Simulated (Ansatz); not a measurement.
# SrO: optical spectrum from first principles

Wanted: where SrO starts to absorb, how strongly, and its refractive index. The cell comes from an older database entry, whose edges can differ from later determinations, mostly by under a per cent.

Main program and level: Ansatz 0.2.0; DFT, PBE, plane-wave PAW, default files, scalar-relativistic, independent-particle optical response without local fields.

Report form: the programs' logs are mostly left out.

The database entry behind the starting cell differs from later determinations by our own check (about 0.5 % short), so it need not match the best structure at ambient conditions.

### 1. Starting point

It takes space group Fm-3m (No. 225, cubic). Conventional cell: a = 5.133 Å, b = 5.133 Å, c = 5.133 Å, α = 90.00°, β = 90.00°, γ = 90.00°. Nearest to Sr lie 6 O at 2.57 Å. O has 6 Sr at 2.57 Å nearest. Farther neighbours and most contacts between anions are not listed.

Coordinates:

```cif
data_structure
_symmetry_space_group_name_H-M 'P 1'
_symmetry_Int_Tables_number 1
_cell_length_a 3.6293
_cell_length_b 3.6293
_cell_length_c 3.6293
_cell_angle_alpha 60.000
_cell_angle_beta 60.000
_cell_angle_gamma 60.000
_cell_volume 33.80
loop_
_atom_site_label
_atom_site_type_symbol
_atom_site_fract_x
_atom_site_fract_y
_atom_site_fract_z
_atom_site_occupancy
Sr1 Sr 0.50000 0.50000 0.50000 1
O2 O 0.00000 0.00000 0.00000 1
```

### 2. Ground state and bands

The self-consistent density comes first; it also tells whether there is a gap, which decides the occupations and the need for a Drude term.

This step: DFT, PBE, plane-wave PAW, default files, scalar-relativistic, ground state (Ansatz 0.2.0).

File input.yaml:

```yaml
crystal:
  lattice:
    - [0.0, 2.5663, 2.5663]
    - [2.5663, 0.0, 2.5663]
    - [2.5663, 2.5663, 0.0]
  atoms:
    - { symbol: Sr, position: [0.5, 0.5, 0.5] }
    - { symbol: O, position: [0.0, 0.0, 0.0] }
kpoints:
  mp_grid: { grid: [8, 8, 8] }
  band_path:
    path:
      - [[0.0, 0.0, 0.0], [0.5, 0.0, 0.5], [0.5, 0.25, 0.75], [0.375, 0.375, 0.75], [0.0, 0.0, 0.0], [0.5, 0.5, 0.5], [0.625, 0.25, 0.625], [0.5, 0.25, 0.75], [0.5, 0.5, 0.5], [0.375, 0.375, 0.75]]
      - [[0.625, 0.25, 0.625], [0.5, 0.0, 0.5]]
    npoints: 6
scf:
  occupations: { method: fermi_dirac, width: 0.05 }
  n_extra_bands: 6
hamiltonian:
  xc: pbe
  pseudopotentials: { kind: paw }
output:
  forces: true
  stress: true
  populations: true
  write_bands: true
  write_density: true
  write_potential: true
  elf: true
  volumetric_format: npy
```

Run with:

```sh
$ ansatz run input.yaml --threads 4 --pin off --max-ram 8192MiB --backend cpu --events-out ev --progress --plain --runs-dir out
```

Elapsed: 0.51 s, on 4 threads of Arm Neoverse V2, shared host; peak memory 0.28 GiB.

Numbers from this step:

* free energy: -4114.6162 eV
* Fermi energy: 9.686 eV
* gap by band count: 3.311 eV
* electrons: 16
* symmetry operations: 48
* pressure: 3.325 GPa
* gap on the k-mesh: 3.311 eV
* volume: 33.80 Å³
* gap on the path: 3.311 eV
* least direct gap on the path: 3.384 eV

There is a gap, 3.31 eV on the path, so no carriers' term is needed. The cell is left with a pressure of 3.3 GPa, as it stands unrelaxed at this level.

Electronic bands along the path, in eV, zero at the Fermi level; v1 is the highest filled band, c1 the lowest empty one:

```csv
point,v3,v2,v1,c1,c2,c3,c4
Γ,-1.69,-1.69,-1.69,2.36,4.58,4.58,4.58
halfway,-3.01,-1.82,-1.82,2.74,4.36,6.86,6.86
X,-2.08,-1.76,-1.76,1.62,6.20,8.58,8.69
halfway,-2.31,-2.11,-1.93,2.44,6.67,6.74,9.10
W,-2.80,-2.10,-2.10,4.37,4.37,7.02,9.52
halfway,-2.73,-2.15,-2.12,3.47,5.54,7.07,9.11
K,-2.62,-2.25,-2.13,3.13,6.26,7.14,8.54
halfway,-3.20,-2.58,-1.99,4.15,4.86,5.78,6.75
Γ,-1.69,-1.69,-1.69,2.36,4.58,4.58,4.58
halfway,-2.95,-2.30,-2.30,4.34,4.60,5.72,5.72
L,-3.84,-2.81,-2.81,4.92,6.78,7.24,7.24
halfway,-3.35,-2.62,-2.51,4.60,5.55,7.58,7.82
U,-2.62,-2.25,-2.13,3.13,6.26,7.14,8.54
halfway,-2.73,-2.15,-2.12,3.47,5.54,7.07,9.11
W,-2.80,-2.10,-2.10,4.37,4.37,7.02,9.52
halfway,-3.24,-2.53,-2.45,4.73,5.08,7.70,7.88
L,-3.84,-2.81,-2.81,4.92,6.78,7.24,7.24
halfway,-3.35,-2.62,-2.51,4.60,5.55,7.58,7.82
K,-2.62,-2.25,-2.13,3.13,6.26,7.14,8.54
jump to U,-2.62,-2.25,-2.13,3.13,6.26,7.14,8.54
halfway,-2.10,-2.04,-1.91,2.05,6.51,7.54,8.84
X,-2.08,-1.76,-1.76,1.62,6.20,8.58,8.69
```

Valence density in the ac plane of the conventional cell at fractional y = 0.000, with atoms of Sr and O within 0.2 Å of it. It is the smooth field of the valence electrons, not physical close to the nuclei.

Ten even steps from '_' (0.1 e/Å³) to '@' (6.6 e/Å³), each cell a mean:
```
%%--______::------..____::**
::..______..::--::________::
____________________________
____________________________
....__________..__________..
--::..____..--==::______::--
::--..____::%%@@==..____----
----..____::**%%--______::--
--::________::::..______..::
____________________________
____________________________
..__________......__________
==::______::----::..____..--
@@==..____----::--..____::%%
```

Electrostatic potential energy in the ac plane of the conventional cell at fractional y = 0.000, with atoms of Sr and O within 0.2 Å of it. With pseudopotentials it is smooth inside the atoms' cores, unlike the true potential.

Ten even steps from '_' (-127 eV) to '@' (12 eV), each cell a mean:
```
**%%@@@@@@++..__--%%@@@@@@##
%%@@@@@@@@%%++++##@@@@@@@@@@
@@@@@@@@@@@@@@%%@@@@@@@@@@@@
@@@@@@@@@@@@@@@@@@@@@@@@@@@@
##%%@@@@@@@@@@@@@@@@@@@@@@%%
::++%%@@@@@@%%##%%@@@@@@##--
__::##@@@@%%****##@@@@%%++__
__--%%@@@@@@##**%%@@@@@@++..
++##@@@@@@@@@@%%@@@@@@@@%%++
%%@@@@@@@@@@@@@@@@@@@@@@@@@@
@@@@@@@@@@@@@@@@@@@@@@@@@@@@
@@@@@@@@@@@@%%##%%@@@@@@@@@@
##%%@@@@@@##--::++%%@@@@@@%%
**##@@@@%%++____::##@@@@%%**
```

### 3. Spectrum

With the density converged, the vertical transitions are summed over the zone.

This step: DFT, PBE, plane-wave PAW, default files, scalar-relativistic, independent-particle optical response without local fields (Ansatz 0.2.0).

input.yaml, the sections that differ from step 2:

```yaml
kpoints:
  mp_grid: { grid: [8, 8, 8] }
scf:
  occupations: { method: fixed }
output:
  optics:
    e_range: [0, 22]
    de: 0.05
    sigma: 0.15
    nscf_kmesh: { grid: [12, 12, 12] }
    bands: { spectra_wanted_up_to: 22 }
# crystal, hamiltonian: as in step 2
```

Run time: 3.2 s. Hardware: 4 threads; peak memory 0.55 GiB.

Numbers from this step:

```
electronic dielectric constant ε∞, mean over x, y and z (by symmetry where fewer were run)                                                          : 3.946
absorption onset, first axis (α over 10⁴ cm⁻¹, or the direct gap if that lies higher)                                                               : 3.384 eV
main peak of Im epsilon, first axis                                                                                                                 : 9.360 eV
centre of weight of the strongest loss peak in the window                                                                                           : 12.25 eV
photocurrent from vertical transitions in a film 500 nm thick on a perfect mirror (two passes), AM1.5G, no front reflection, all carriers collected : 0.6220 mA/cm²
least direct gap on the mesh                                                                                                                        : 3.384 eV
bands summed                                                                                                                                        : 29
spectra valid up to                                                                                                                                 : 31.53 eV
program's estimate of the k-sum error in Im epsilon                                                                                                 : 0.16 %
electrons in the f-sum                                                                                                                              : 12.41
```

The Im ε, any direction by photon energy; read off at these points:

```csv
photon energy (eV),"Im ε, any direction"
3.00,3.9e-5
3.50,0.579
4.00,1.25
4.50,1.87
5.00,2.17
5.50,2.45
6.00,2.82
6.50,2.89
7.00,3.20
7.50,3.93
8.00,3.90
8.50,2.86
9.00,3.37
9.35,6.15
9.50,5.68
10.00,3.59
10.50,3.43
11.00,2.49
11.50,1.80
12.00,1.20
12.50,0.668
13.00,0.436
13.50,2.07
14.00,1.30
14.50,1.24
15.00,0.737
15.50,0.445
16.00,0.361
16.50,0.455
17.00,1.17
17.50,0.846
18.00,1.36
18.50,1.63
19.00,1.88
19.50,1.73
20.00,1.60
20.50,1.78
21.00,1.83
21.50,2.34
22.00,2.08
```

Re ε, any direction against photon energy:

```csv
photon energy (eV),"Re ε, any direction"
0.0,3.95
0.5,3.96
1.0,4.00
1.5,4.08
2.0,4.20
2.5,4.39
3.0,4.73
3.5,5.50
4.0,5.36
4.5,5.09
5.0,4.81
5.5,4.59
6.0,4.33
6.5,4.10
7.0,3.98
7.5,3.40
8.0,2.68
8.5,2.34
9.0,4.01
9.5,0.790
10.0,0.328
10.5,-0.305
11.0,-0.267
11.5,-0.333
12.0,-0.0547
12.5,0.456
13.0,1.38
13.5,1.02
14.0,0.958
14.5,0.638
15.0,0.635
15.5,1.01
16.0,1.42
16.5,1.96
17.0,1.82
17.5,2.13
18.0,2.07
18.5,2.03
19.0,1.74
19.5,1.37
20.0,1.49
20.5,1.57
21.0,1.92
21.5,1.39
22.0,1.25
```

Loss function −Im 1/ε at q → 0, any direction against energy loss; read off at these points:

```csv
energy loss (eV),"loss function −Im 1/ε at q → 0, any direction"
3.00,1.8e-6
3.50,0.0190
4.00,0.0412
4.50,0.0635
5.00,0.0781
5.50,0.0904
6.00,0.106
6.50,0.115
7.00,0.123
7.50,0.146
8.00,0.174
8.40,0.219
8.50,0.209
9.00,0.123
9.50,0.173
10.00,0.276
10.50,0.289
11.00,0.397
11.50,0.537
12.00,0.829
12.35,1.12
12.50,1.02
13.00,0.207
13.50,0.389
14.00,0.499
14.50,0.637
14.90,0.811
15.00,0.779
15.50,0.367
16.00,0.169
16.50,0.112
17.00,0.249
17.10,0.263
17.50,0.162
18.00,0.222
18.50,0.240
19.00,0.286
19.50,0.356
20.00,0.335
20.50,0.316
21.00,0.261
21.50,0.316
22.00,0.353
```

The reflectivity at normal incidence, any direction has structure finer than the step of the table below, so its rows give means over 0.5 eV, whole bins alone (the curve runs from 0 to 22 eV). Peaks (eV: height): 7.45: 19.8, 9.50: 30.2, 10.55: 27.9, 13.50: 12.4, 21.50: 12.9.

The reflectivity at normal incidence, any direction by photon energy; means over each step:

photon energy (eV), reflectivity at normal incidence, any direction (%) and a bar:
```
      0.5       11.0 ##########
      1.0       11.1 ###########
      1.5       11.4 ###########
      2.0       11.8 ###########
      2.5       12.5 ############
      3.0       13.8 #############
      3.5       16.0 ################
      4.0       16.5 ################
      4.5       16.7 #################
      5.0       16.6 #################
      5.5       16.7 #################
      6.0       17.0 #################
      6.5       17.0 #################
      7.0       17.9 ##################
      7.5       19.5 ####################
      8.0       19.3 ###################
      8.5       15.6 ###############
      9.0       19.2 ###################
      9.5       29.0 ##############################
     10.0       24.8 #########################
     10.5       26.5 ###########################
     11.0       24.6 #########################
     11.5       23.3 ########################
     12.0       17.5 ##################
     12.5        6.8 ######
     13.0        2.6 #
     13.5       10.8 ##########
     14.0        7.9 #######
     14.5        8.8 ########
     15.0        4.9 ####
     15.5        1.3 
     16.0        1.3 
     16.5        3.5 ##
     17.0        5.4 ####
     17.5        5.3 ####
     18.0        7.2 ######
     18.5        8.4 ########
     19.0        9.6 #########
     19.5        8.9 ########
     20.0        8.0 #######
     20.5        8.6 ########
     21.0        9.4 #########
     21.5       12.5 ############
```

Values under 1 per cm are given as 1. Absorption coefficient, any direction against photon energy:

```csv
photon energy (eV),"absorption coefficient, any direction (1/cm)"
0.00,1
1.00,1
2.00,1
3.00,2.76
4.00,1.1e5
5.00,2.5e5
6.00,3.9e5
7.00,5.3e5
8.00,8.2e5
9.00,7.1e5
10.00,1.3e6
11.00,1.3e6
12.00,9.7e5
13.00,2.4e5
14.00,8.1e5
15.00,6.2e5
16.00,2.4e5
17.00,7.1e5
18.00,8.3e5
19.00,1.2e6
20.00,1.2e6
21.00,1.3e6
22.00,1.7e6
```

Optical constants at common wavelengths, from n + ik = √ε:

```csv
wavelength (nm),n,k,R (%),1/α
1064,2.01,0.000,11.2,over 1 mm
633,2.05,0.000,11.8,over 1 mm
532,2.08,0.000,12.2,over 1 mm
450,2.13,0.000,13.0,over 1 mm
365,2.33,0.063,16.0,463 nm
308,2.33,0.275,16.5,89 nm
193,2.13,0.667,16.9,23 nm
```

Rows near the edge hang on the gap, which this functional as a rule makes too small, and phonon-assisted absorption is left out.

Through 1 µm of it, D65 light comes out colourless (x = 0.315, y = 0.331; 78 % transmitted).

The f-sum over the summed bands holds 12.4 of the cell's 16 electrons outside the frozen cores, 10 of which lie in bands more than 12 eV below the Fermi level, whose transitions come at higher energies. Up to 22 eV the strength has a mean oscillator energy of 10.3 eV, and these transitions give 87 % of ε∞ − 1 along x; the rest comes from higher ones.

### 4. Static response with local fields

A static field by perturbation theory: the induced potential is included, and the Born charges come with it.

This step: DFT, PBE, plane-wave PAW, default files, scalar-relativistic, static field response by perturbation theory with local fields (Ansatz 0.2.0).

input.yaml, the sections that differ from step 3:

```yaml
dielectric: {}
# crystal, kpoints, scf, hamiltonian: as in step 3
# output: removed
```

Wall time 5.7 s (4 threads); peak memory 0.38 GiB; 20 s of CPU time.

Read-outs, printed or worked out from the files:

```
electronic dielectric constant ε∞, mean over x, y and z (by symmetry where fewer were run) : 3.800
```

ε∞ with local fields:

```
3.80 0.00 0.00
0.00 3.80 0.00
0.00 0.00 3.80
```

Diagonal elements. Born, by row:

```csv
atom,Z*xx (e),Z*yy (e),Z*zz (e)
Sr1,2.455,2.455,2.455
O2,-2.455,-2.455,-2.455
```

Mean Born charges are Sr +2.46 and O -2.46, against formal valences of +2 and -2. The largest lies a little above its ionic value.

### 5. Results

| Quantity | Value |
| --- | --- |
| gap on the path | 3.31 eV |
| least direct gap on the path | 3.38 eV |
| electronic dielectric constant ε∞, mean over x, y and z (by symmetry where fewer were run) (independent particles) | 3.95 |
| absorption onset, first axis (α over 10⁴ cm⁻¹, or the direct gap if that lies higher) | 3.38 eV |
| main peak of Im epsilon, first axis | 9.36 eV |
| centre of weight of the strongest loss peak in the window, first axis | 12.2 eV |
| photocurrent from vertical transitions in a film 500 nm thick on a perfect mirror (two passes), AM1.5G, no front reflection, all carriers collected | 0.622 mA/cm² |
| electronic dielectric constant ε∞, mean over x, y and z (by symmetry where fewer were run) (static response with local fields) | 3.80 |

What this shows: At this level (PBE, independent particles) SrO has ε∞ = 3.95 (3.80 with local fields) and n = 2.00 at 1550 nm; absorption sets in near 3.4 eV, and Im ε peaks at 9.4 eV. The gap is indirect (3.31 eV), so absorption without phonons can begin only at the direct gap of 3.38 eV. Lines 0.15 eV wide carry a tail of absorption under the direct gap, past the threshold already at 3.32 eV. Absorption passes 10⁴ cm⁻¹ from the direct gap on, 3.38 eV, in the ultraviolet, so the visible is passed. The strongest loss structure up to 22 eV has its centre of weight at 12.2 eV; a free-electron gas of the 12.4 electrons in the f-sum would put its plasmon at 22.5 eV. The f-sum over the summed bands holds 12.4 of the cell's 16 electrons outside the frozen cores, 10 of which lie in bands more than 12 eV below the Fermi level, whose transitions come at higher energies. Up to 22 eV the strength has a mean oscillator energy of 10.3 eV, and these transitions give 87 % of ε∞ − 1 along x; the rest comes from higher ones. Through 1 µm of it, D65 light comes out colourless (x = 0.315, y = 0.331; 78 % transmitted). With local fields and the functional's kernel the static response is 3.80 against 3.95 for independent particles (-4 %). In the base spectrum excitons and phonon-assisted transitions are missing, and so are local fields; PBE gaps are as a rule too small, which pulls the onset down and ε∞ up. In the base run ε includes the program's bounded estimate of what the bands above those summed add.

[Logs are printed without paths, hosts, clocks, repeated set-up lines and the standing remarks that a program may print on its own settings, such as how far it seeks lower states.]

[Hosts, paths, dates, database ids (printed as entryN), source tags and the programs' standing remarks are cut or masked in the printed files.]
